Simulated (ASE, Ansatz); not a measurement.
# Localised basis functions on twisted Ti2CO2 MXene alternating trilayer, 77.90° (465 atoms)

Aim: test how closely localised support functions follow the reference on twisted Ti2CO2 MXene alternating trilayer, 77.90° (465 atoms), and at what cost. A setting counts as converged where the r.m.s. difference of forces stays under 1 % of the r.m.s. force.

Program: Ansatz 0.2.0. Level of theory: Kohn-Sham DFT, r2SCAN+D4, PAW (set soft_2), plane waves. Results are calculated unless marked as measured.

**1. The starting structure**

The cell holds 465 atoms: 93 C, 186 Ti and 186 O. Cell: a = 16.870 Å, b = 16.870 Å, c = 31.110 Å, α = 90.0°, β = 90.0°, γ = 120.0°. It derives from Ti2CO2 (Ti2CO2 MXene). Ti2CO2 MXene (a = 3.03 Å) under Ti2CO2 MXene (a = 3.03 Å), alternating trilayer, commensurate cell of 31 unit cells a layer, twist 77.90 deg; facing planes 2.9, 2.89 Å apart; 12 Å of vacuum; layers as built, displaced by a Gaussian of 0.01 Å. Regions: layer 1, 155 atoms (31 C, 62 Ti and 62 O); layer 2, 155 atoms (31 C, 62 Ti and 62 O); layer 3, 155 atoms (31 C, 62 Ti and 62 O). Vacuum lies along c.

Limits known from the start: Beside vacuum, support functions can miss their usual error bounds without a warning. The main run has no spin polarisation, so moments on Ti can't form in it, and no Hubbard term. Only the Γ point is sampled, in a cell whose shortest periodic width is 15 Å.

**2. Plane-wave single point**

This run is the reference for what follows, at a cutoff of 500 eV.

Input file input.yaml:

```yaml
crystal:
  lattice:
    - [16.8703, 0.0, 0.0]
    - [-8.43515, 14.61011, 0.0]
    - [0.0, 0.0, 31.11]
  atoms:
    - { symbol: C, position: [0.99923, 0.99961, 0.2643] }
    - { symbol: Ti, position: [0.07554, 0.11814, 0.30633] }
    - { symbol: Ti, position: [0.11919, 0.04263, 0.22285] }
    - { symbol: O, position: [0.11903, 0.04466, 0.33614] }
    - { symbol: O, position: [0.07457, 0.11825, 0.19279] }
    - { symbol: C, position: [0.031, 0.19261, 0.26448] }
    - { symbol: Ti, position: [0.1081, 0.31282, 0.30643] }
    - { symbol: Ti, position: [0.15019, 0.23638, 0.22217] }
    - { symbol: O, position: [0.15019, 0.237, 0.335] }
    - { symbol: O, position: [0.1089, 0.31318, 0.19281] }
    - { symbol: C, position: [0.06485, 0.38759, 0.26395] }
    - { symbol: Ti, position: [0.13842, 0.50496, 0.30686] }
    - { symbol: Ti, position: [0.18247, 0.43031, 0.22194] }
    - { symbol: O, position: [0.18199, 0.42987, 0.33525] }
    - { symbol: O, position: [0.13968, 0.50626, 0.19297] }
    - { symbol: C, position: [0.09708, 0.57997, 0.26466] }
    - { symbol: Ti, position: [0.17171, 0.6994, 0.30637] }
    - { symbol: Ti, position: [0.21461, 0.62273, 0.2218] }
    - { symbol: O, position: [0.21456, 0.62339, 0.33539] }
    - { symbol: O, position: [0.17223, 0.69938, 0.19289] }
    - { symbol: C, position: [0.12918, 0.7739, 0.26452] }
    - { symbol: Ti, position: [0.20445, 0.89304, 0.30659] }
    - { symbol: Ti, position: [0.24704, 0.81573, 0.22232] }
    - { symbol: O, position: [0.24738, 0.81729, 0.33554] }
    - { symbol: O, position: [0.20571, 0.89286, 0.19287] }
    - { symbol: C, position: [0.16098, 0.96787, 0.26456] }
    - { symbol: Ti, position: [0.23727, 0.08592, 0.30657] }
    - { symbol: Ti, position: [0.2797, 0.01076, 0.22228] }
    - { symbol: O, position: [0.28082, 0.01145, 0.33583] }
    - { symbol: O, position: [0.23779, 0.08715, 0.1925] }
    - { symbol: C, position: [0.19406, 0.1611, 0.26408] }
    - { symbol: Ti, position: [0.26879, 0.27967, 0.30639] }
    [... 427 atom lines left out ...]
    - { symbol: O, position: [0.0114, 0.73173, 0.66457] }
    - { symbol: C, position: [0.96749, 0.80712, 0.736] }
    - { symbol: Ti, position: [0.04331, 0.92535, 0.77785] }
    - { symbol: Ti, position: [0.08593, 0.85033, 0.69392] }
    - { symbol: O, position: [0.08548, 0.84917, 0.80708] }
    - { symbol: O, position: [0.04239, 0.92493, 0.66388] }
kpoints:
  mp_grid: { grid: [1, 1, 1] }
hamiltonian:
  xc: r2scan
  dispersion: d4
scf:
  occupations: { method: gaussian, width: 0.025 }
output:
  forces: true
  populations: true
  dos:
    method: { smearing: { sigma: 0.15 } }
    de: 0.1
    projected: { site_lists: { C: [C], O: [O], Ti: [Ti] } }
  eigenvalues: true
```

Started as:

```sh
> ansatz run input.yaml --threads 32 --pin off --max-ram 92160MiB --backend cuda --events-out ev --progress --plain --runs-dir out --max-vram 78GiB
```

The program printed:

```text
Engine: ansatz 0.2.0, aarch64-unknown-linux-gnu
Pseudopotentials: kind: paw
Pseudopotential: C, paw, valence charge 4, recommended cutoff 500 eV (meta_gga), C.paw.azcp
Pseudopotential: Ti, paw, valence charge 12, recommended cutoff 500 eV (meta_gga), Ti.paw.azcp
Pseudopotential: O, paw, valence charge 6, recommended cutoff 500 eV (meta_gga), O.paw.azcp
[... 6 lines on functional and potentials left out ...]
device memory: the entry about to start is reckoned to put 49.2 GiB on a device that reports 131.4 GiB free (of which the cap on the GPU budget leaves the run 78.0 GiB)
GPU FFT provider: cuFFT
GPU libraries: cuBLAS 13.8.1, cuFFT 12.4.0, cuSOLVER 12.3.2
GPU matrix products: emulated (plane waves: as basis.precision tells), large ones in fixed point in workspaces of 1.00 GiB
Crystal: 465 atoms, lattice volume = 7667.898 Å³
Basis set: ecut = 500 eV, 194795 PW (Γ), exchange–correlation on 500×500×960 points (64 copies of the dense FFT grid, shifted against one another)
Bands: 2325, of which v1, the nominal top of the filled ones, is band 1860 counted from 1 (1859 counted from 0)
Symmetry: 1 space group operations
Space group: P1 (ITA 1), of the structure as read, at distance tolerance 2.0e-4 Å
k-points: 1
[... 10 lines on functional and potentials left out ...]
Initial density: superposition of atomic densities (neutral atoms: chi_scale 0, normalization atom), corrected by the library's trained network
Initial wavefunctions: pseudopotential atomic-orbital guess
GPU buffer pool allocated for 3750000 grid points (all kernels)
GPU transforms: local potential: pruned to the plane-wave sphere, on 125×125×225; band sums: pruned to the plane-wave sphere, on 125×125×240
Functional: x = r2scan, c = r2scan; τ floored in thin density (d = 2e-4 eV/Å³)
SCF iter   1: F=—  HF=-595564.169909 eV  |F-HF|=—  |Δ(HF+E_count)|=         —  Δρ=2.39e-2  dr2=5.79e1  dr2_τ=3.36e1  ethr=1.77e-3  ⟨swp⟩=7.0  Hψ=9375  notcnv=0  defer=265
preconditioner: auto → Resta (q_TF=auto, 2.418 Å⁻¹)  ε∞=5.3  [insulator: Δε(μ)=0.803 eV  Ē_g=9.641 eV  σ=0.025 eV  W_gap=1.00  n_scr=1858 (ndim 8)  ℏωp=20.0 eV  f_vac=0.357  D(μ)=0.00/eV (n_scr^D=0)  ε∞_Penn≈5.3  vacuum switching on, ρ_ref=6.7e-3 e/Å³]
SCF iter   2: F=—  HF=-595569.637535 eV  |F-HF|=—  |Δ(HF+E_count)|=    5.47e0  Δρ=1.23e-2  dr2=8.47e0  dr2_τ=3.04e0  ethr=1.56e-3  ⟨swp⟩=2.0  Hψ=3682  notcnv=0  defer=387
SCF iter   3: F=—  HF=-595568.919211 eV  |F-HF|=—  |Δ(HF+E_count)|=   7.18e-1  Δρ=4.01e-3  dr2=1.41e0  dr2_τ=5.22e-2  ethr=2.28e-4  ⟨swp⟩=2.0  Hψ=2943  notcnv=0  defer=387
SCF iter   4: F=—  HF=-595569.105796 eV  |F-HF|=—  |Δ(HF+E_count)|=   1.87e-1  Δρ=2.23e-3  dr2=7.18e-1  dr2_τ=5.23e-2  ethr=3.80e-5  ⟨swp⟩=4.0  Hψ=4695  notcnv=0  defer=387
SCF iter   5: F=—  HF=-595569.057774 eV  |F-HF|=—  |Δ(HF+E_count)|=   4.80e-2  Δρ=7.57e-4  dr2=8.78e-2  dr2_τ=5.61e-3  ethr=1.93e-5  ⟨swp⟩=3.0  Hψ=2924  notcnv=0  defer=387
SCF iter   6: F=—  HF=-595568.993599 eV  |F-HF|=—  |Δ(HF+E_count)|=   6.42e-2  Δρ=3.82e-4  dr2=1.28e-2  dr2_τ=8.48e-4  ethr=2.36e-6  ⟨swp⟩=2.0  Hψ=3597  notcnv=0  defer=387
SCF iter   7: F=—  HF=-595569.020644 eV  |F-HF|=—  |Δ(HF+E_count)|=   2.70e-2  Δρ=1.67e-4  dr2=4.63e-3  dr2_τ=3.28e-4  ethr=3.43e-7  ⟨swp⟩=2.0  Hψ=2866  notcnv=0  defer=387
SCF iter   8: F=—  HF=-595569.001827 eV  |F-HF|=—  |Δ(HF+E_count)|=   1.88e-2  Δρ=9.89e-5  dr2=1.39e-3  dr2_τ=6.72e-5  ethr=1.24e-7  ⟨swp⟩=2.0  Hψ=2946  notcnv=0  defer=387
SCF iter   9: F=—  HF=-595569.002051 eV  |F-HF|=—  |Δ(HF+E_count)|=   2.24e-4  Δρ=7.21e-5  dr2=7.32e-4  dr2_τ=3.75e-5  ethr=3.73e-8  ⟨swp⟩=3.0  Hψ=3028  notcnv=0  defer=387
SCF iter  10: F=—  HF=-595569.002043 eV  |F-HF|=—  |Δ(HF+E_count)|=   8.46e-6  Δρ=1.94e-5  dr2=5.90e-5  dr2_τ=2.44e-6  ethr=1.97e-8  ⟨swp⟩=2.0  Hψ=3049  notcnv=0  defer=387
SCF iter  11: F=—  HF=-595569.016105 eV  |F-HF|=—  |Δ(HF+E_count)|=   1.41e-2  Δρ=1.67e-5  dr2=3.17e-5  dr2_τ=2.12e-6  ethr=1.58e-9  ⟨swp⟩=3.0  Hψ=3879  notcnv=0  defer=387
SCF iter  12: F=—  HF=-595569.016104 eV  |F-HF|=—  |Δ(HF+E_count)|=   8.03e-7  Δρ=5.69e-6  dr2=4.52e-6  dr2_τ=2.76e-7  ethr=8.53e-10  ⟨swp⟩=2.0  Hψ=3049  notcnv=0  defer=387
SCF iter  13: F=—  HF=-595569.016105 eV  |F-HF|=—  |Δ(HF+E_count)|=   1.29e-6  Δρ=3.36e-6  dr2=2.08e-6  dr2_τ=9.73e-8  ethr=1.22e-10  ⟨swp⟩=3.0  Hψ=2887  notcnv=0  defer=387
SCF iter  14: F=—  HF=-595569.016105 eV  |F-HF|=—  |Δ(HF+E_count)|=   8.51e-8  Δρ=1.32e-6  dr2=3.30e-7  dr2_τ=1.59e-8  ethr=5.60e-11  ⟨swp⟩=3.0  Hψ=2926  notcnv=0  defer=387
SCF iter  15: F=-595569.016105 eV  HF=-595569.016106 eV  |F-HF|=1.50e-8  |Δ(HF+E_count)|=   5.08e-8  Δρ=7.13e-7  dr2=8.73e-8  dr2_τ=2.99e-9  ethr=2.69e-12  ⟨swp⟩=13.0  Hψ=11928  notcnv=0
SCF 1 converged in 15 iterations: F = -595569.016105 eV  dr2 = 8.73e-8
  greatest PAW one-centre occupation: 1.000 electrons in one spin orbital (limit 2), on the Ti atom at site 187 (counted from 0), in its partial waves of l = 1
SCF converged after 15 iterations
Free energy (F): -595569.016105 eV
Harris-Foulkes:  -595569.016106 eV  (|F-HF|=1.50e-8)
Internal energy: -595569.016105 eV  (E = F + TS)
E sigma→0 (E₀):  -595569.016105 eV
Fermi energy:    5.787449 eV
--- Per-component energies (eV) ---
  E_band       = -57708.606234
  E_kinetic    = 91750.218609
  E_local      = -2804394.192065  (includes V_loc(G=0)·N_el)
  E_nonlocal   = 11817.297715
  E_hartree    = 1365463.111691
  E_xc         = -35630.464123
  E_vxc        = -50856.919806  (∫ρ·V_xc dr)
  E_paw        = -235228.395618  (= ΣΔE_a)
  E_vpaw       = -40263.875594  (= ΣTr[D̂ρ^β])
  E_aug_tail   = 0.224285  (compensation charges beyond the density's cutoff)
  E_vtau       = 3312.520904  (kinetic-family band-sum trace: ∫τ·v_τ [+ j·A + Jᵃ·Aᵃ] dr)
  E_ewald      = 1010741.948934
  E_disp       = -33.377535  (pairwise vdW)
  E_core_change = -55.387997  (= ΣΔE_core)
  E_smearing   = -0.000000  (= −TS)
  E_closure    = -0.000000  (closes the sum)
  Σ components = -595569.016105   (vs F -595569.016105, Δ=0.00e0)
--- Forces (eV/Å), atoms counted from 1 ---
[... 465 lines of forces left out ...]
  max |Σ_I F_I| component: 1.58e-4 eV/Å
--- Band table (eV) ---
[... left out ...]
--- Löwdin populations: 465 sites ---
  site symbol       q [e]
[... 465 lines, one an atom, left out ...]
  spilling = 0.003627 (of n_electrons = 3720.000000)
```

It took 22 s on 1 × NVIDIA GB200 with 32 threads of Arm Neoverse V2, shared host; peak memory 6.1 GiB; 90 s of CPU time.

In the SCF lines HF is the Harris–Foulkes energy and dr2 the Hartree energy of the density residual, in eV; the loop may stop once dr2 is under the threshold and the program's other checks hold. Hψ counts applications of the Hamiltonian.

That memory is the host's; the program planned up to 49.2 GiB on the GPU. Forces of this run were stored rounded, and per-atom blocks of the log weren't kept.

The run gave:

- free energy: -595569.0161 eV
- free energy per atom: -1280.7936 eV/atom
- SCF cycles: 15
- r.m.s. force component: 0.2227 eV/Å
- longest force: 0.7923 eV/Å
- Fermi energy: 5.787 eV
- gap (highest filled to lowest empty level): 0.6608 eV
- spilling of the projection: 0.003627

Length of the force by element:

| element | coordination | atoms | mean length of the force (eV/Å) | spread | least | most |
| --- | --- | --- | --- | --- | --- | --- |
| C | all | 93 | 0.268 | 0.115 | 0.0296 | 0.545 |
| O | all | 186 | 0.405 | 0.147 | 0.0515 | 0.792 |
| Ti | all | 186 | 0.348 | 0.151 | 0.0339 | 0.737 |

Löwdin charges by element (they lack the spilled electrons, 0.029 e an atom on average):

| element | coordination | atoms | mean charge (e) | spread | least | most |
| --- | --- | --- | --- | --- | --- | --- |
| C | all | 93 | -0.964 | 0.0023 | -0.969 | -0.958 |
| O | all | 186 | -0.651 | 0.0045 | -0.663 | -0.641 |
| Ti | all | 186 | 1.21 | 0.0044 | 1.20 | 1.22 |

By region:

| region | atoms | mean length of the force (eV/Å) |
| --- | --- | --- |
| layer 1 | 155 | 0.362 |
| layer 2 | 155 | 0.33 |
| layer 3 | 155 | 0.372 |

States in the cell by windows of 1 eV, zero at the Fermi level; some projections on atomic orbitals stand beside the total:

| from (eV) | to (eV) | total | Ti d | O p | C p | C s |
| --- | --- | --- | --- | --- | --- | --- |
| -14 | -13 | 0.0 | 0.0 | 0.0 | 0.0 | 0.0 |
| -13 | -12 | 10.2 | 0.4 | 0.2 | 0.1 | 5.9 |
| -12 | -11 | 104.3 | 14.3 | 1.9 | 1.8 | 62.7 |
| -11 | -10 | 71.4 | 16.0 | 0.5 | 0.3 | 50.2 |
| -10 | -8 | 0.0 | 0.0 | 0.0 | 0.0 | 0.0 |
| -8 | -7 | 0.1 | 0.0 | 0.1 | 0.0 | 0.0 |
| -7 | -6 | 212.9 | 49.4 | 123.0 | 21.7 | 0.7 |
| -6 | -5 | 536.8 | 127.0 | 341.4 | 45.5 | 2.6 |
| -5 | -4 | 373.4 | 66.8 | 265.4 | 22.4 | 5.3 |
| -4 | -3 | 194.6 | 55.9 | 68.8 | 62.7 | 0.2 |
| -3 | -2 | 254.6 | 71.7 | 59.3 | 113.8 | 1.1 |
| -2 | -1 | 89.2 | 22.8 | 25.4 | 37.7 | 0.1 |
| -1 | 0 | 12.0 | 2.0 | 3.5 | 6.4 | 0.0 |
| 0 | 1 | 182.8 | 147.9 | 25.4 | 5.7 | 1.2 |
| 1 | 2 | 422.1 | 378.2 | 23.8 | 12.5 | 0.4 |

Between -26 and -14 eV lie 372 more states.

The stored curve holds about 2231 of the 3720 electrons; the rest, give or take the few that broadening carries across the Fermi level, lie in deeper levels below its range.

Not all projections were asked for or kept, so they needn't add up to the total.

The levels nearest the highest filled one (over half full), pooled over k-points and spins:

| level less the highest filled one (eV) | occupation |
| --- | --- |
| -0.0417 | 2 |
| -0.0413 | 2 |
| -0.0336 | 2 |
| -0.0303 | 2 |
| -0.0027 | 2 |
| 0 | 2 |
| 0.661 | 0 |
| 0.674 | 0 |
| 0.674 | 0 |
| 0.681 | 0 |
| 0.689 | 0 |
| 0.689 | 0 |

Mean Löwdin charges: C -0.96, O -0.65, Ti +1.21 e (they miss 0.36 % of the electrons, so they add up to more than the cell's charge). The largest share in the top eV of filled states is C p (48 % of the projected weight), and in the lowest eV of empty states Ti d (85 % of the projected weight).

**3. Local order**

These statistics describe the geometry on which the runs were made.

Normalised to the volume that the atoms fill. Pair distribution functions g(r), in bins of 0.2 Å:

| r (Å) | total | O-O | O-Ti | O-C | Ti-Ti | Ti-C | C-C |
| --- | --- | --- | --- | --- | --- | --- | --- |
| 1.90 | 2.68 | 0.00 | 8.35 | 0.00 | 0.00 | 0.00 | 0.00 |
| 2.10 | 2.01 | 0.00 | 0.22 | 0.00 | 0.00 | 12.10 | 0.00 |
| 2.30 | 0.31 | 0.00 | 0.00 | 0.00 | 0.00 | 1.94 | 0.00 |
| 2.50 | 0.00 | 0.00 | 0.00 | 0.00 | 0.00 | 0.00 | 0.00 |
| 2.70 | 0.04 | 0.00 | 0.00 | 0.25 | 0.00 | 0.00 | 0.00 |
| 2.90 | 1.38 | 0.32 | 0.00 | 8.15 | 0.12 | 0.00 | 0.11 |
| 3.10 | 3.46 | 7.47 | 0.00 | 0.00 | 10.57 | 0.00 | 14.50 |
| 3.30 | 0.07 | 0.41 | 0.00 | 0.00 | 0.00 | 0.00 | 0.00 |
| 3.50 | 0.47 | 0.36 | 1.29 | 0.00 | 0.00 | 0.00 | 0.00 |
| 3.70 | 1.52 | 0.31 | 2.17 | 0.00 | 0.00 | 4.80 | 0.00 |
| 3.90 | 0.14 | 0.27 | 0.30 | 0.00 | 0.00 | 0.00 | 0.00 |
| 4.10 | 0.78 | 0.39 | 0.30 | 3.90 | 0.00 | 0.00 | 0.00 |
| 4.30 | 0.38 | 0.20 | 0.24 | 0.00 | 1.72 | 0.00 | 0.00 |
| 4.50 | 0.14 | 0.30 | 0.28 | 0.00 | 0.03 | 0.00 | 0.00 |
| 4.70 | 2.52 | 1.74 | 6.31 | 0.00 | 0.11 | 1.31 | 0.00 |
| 4.90 | 0.87 | 0.17 | 0.28 | 0.00 | 0.25 | 4.46 | 0.00 |
| 5.10 | 1.00 | 0.29 | 0.21 | 5.30 | 0.22 | 0.00 | 0.00 |
| 5.30 | 1.56 | 2.61 | 0.23 | 0.44 | 5.02 | 0.00 | 4.86 |
| 5.50 | 0.22 | 0.24 | 0.22 | 0.45 | 0.22 | 0.00 | 0.00 |
| 5.70 | 0.35 | 1.27 | 0.17 | 0.38 | 0.21 | 0.00 | 0.00 |
| 5.90 | 0.20 | 0.22 | 0.25 | 0.39 | 0.15 | 0.00 | 0.00 |
| 6.10 | 0.94 | 1.96 | 0.14 | 0.34 | 2.06 | 0.35 | 3.64 |
| 6.30 | 1.33 | 0.41 | 3.48 | 0.41 | 0.20 | 0.35 | 0.00 |
| 6.50 | 1.05 | 1.60 | 0.39 | 0.42 | 0.13 | 3.59 | 0.00 |
| 6.70 | 0.77 | 0.16 | 0.36 | 3.31 | 0.26 | 0.35 | 0.00 |
| 6.90 | 0.56 | 0.19 | 0.55 | 0.35 | 1.52 | 0.33 | 0.00 |
| 7.10 | 1.05 | 0.11 | 2.13 | 0.33 | 0.23 | 1.66 | 0.00 |
| 7.30 | 0.50 | 0.33 | 0.33 | 1.52 | 0.23 | 0.32 | 0.21 |

Bonds by pair of elements; cutoffs follow the first minimum of g(r), held within bounds set by covalent radii, and pairs that aren't listed don't count as bonded:

| pair A-B | cutoff (Å) | bonds | mean length (Å) | spread (Å) | shortest (Å) | B about A | A about B |
| --- | --- | --- | --- | --- | --- | --- | --- |
| O-Ti | 2.64 | 558 | 1.97 | 0.014 | 1.92 | 3 | 3 |
| Ti-C | 2.64 | 558 | 2.19 | 0.013 | 2.14 | 3 | 6 |

How many atoms have how many bonded neighbours:

| element | mean | 3 | 6 |
| --- | --- | --- | --- |
| C | 6 | 0 | 93 |
| O | 3 | 186 | 0 |
| Ti | 6 | 0 | 186 |

Bond angles, per cent of each kind in bins of 5°:

| angle (°) | C-Ti-O | Ti-C-Ti | C-Ti-C | O-Ti-O | Ti-O-Ti |
| --- | --- | --- | --- | --- | --- |
| 80–85 | 11.5 | 0.0 | 0.0 | 0.0 | 0.0 |
| 85–90 | 55.2 | 40.0 | 100.0 | 0.0 | 0.0 |
| 90–95 | 0.0 | 40.0 | 0.0 | 0.0 | 0.0 |
| 95–100 | 0.0 | 0.0 | 0.0 | 25.6 | 24.9 |
| 100–105 | 0.0 | 0.0 | 0.0 | 74.4 | 75.1 |
| 105–110 | 0.0 | 0.0 | 0.0 | 0.0 | 0.0 |
| 110–115 | 0.0 | 0.0 | 0.0 | 0.0 | 0.0 |
| 115–120 | 0.0 | 0.0 | 0.0 | 0.0 | 0.0 |
| 120–125 | 0.0 | 0.0 | 0.0 | 0.0 | 0.0 |
| 125–130 | 0.0 | 0.0 | 0.0 | 0.0 | 0.0 |
| 130–135 | 0.0 | 0.0 | 0.0 | 0.0 | 0.0 |
| 135–140 | 0.0 | 0.0 | 0.0 | 0.0 | 0.0 |
| 140–145 | 0.0 | 0.0 | 0.0 | 0.0 | 0.0 |
| 145–150 | 0.0 | 0.0 | 0.0 | 0.0 | 0.0 |
| 150–155 | 0.0 | 0.0 | 0.0 | 0.0 | 0.0 |
| 155–160 | 0.0 | 0.0 | 0.0 | 0.0 | 0.0 |
| 160–165 | 0.0 | 0.0 | 0.0 | 0.0 | 0.0 |
| 165–170 | 6.5 | 0.0 | 0.0 | 0.0 | 0.0 |
| 170–175 | 26.9 | 0.0 | 0.0 | 0.0 | 0.0 |
| 175–180 | 0.0 | 20.0 | 0.0 | 0.0 | 0.0 |

Bond angles (no mean is given where the spread exceeds 20°):

| angle | count | mean (°) | spread (°) |
| --- | --- | --- | --- |
| C-Ti-O | 1674 | - | - |
| Ti-C-Ti | 1395 | - | - |
| C-Ti-C | 558 | 87.8 | 0.5 |
| O-Ti-O | 558 | 100 | 0.6 |
| Ti-O-Ti | 558 | 100 | 0.6 |

By these cutoffs all C atoms have 6, all O atoms have 3 and all Ti atoms have 6 bonded neighbours.

(Continued in part 2 of 2.)

[Logs are printed without paths, hosts, clocks, repeated set-up lines and the standing remarks that a program may print on its own settings, such as how far it seeks lower states.]

[Hosts, paths, dates, database ids (printed as entryN), source tags and the programs' standing remarks are cut or masked in the printed files.]
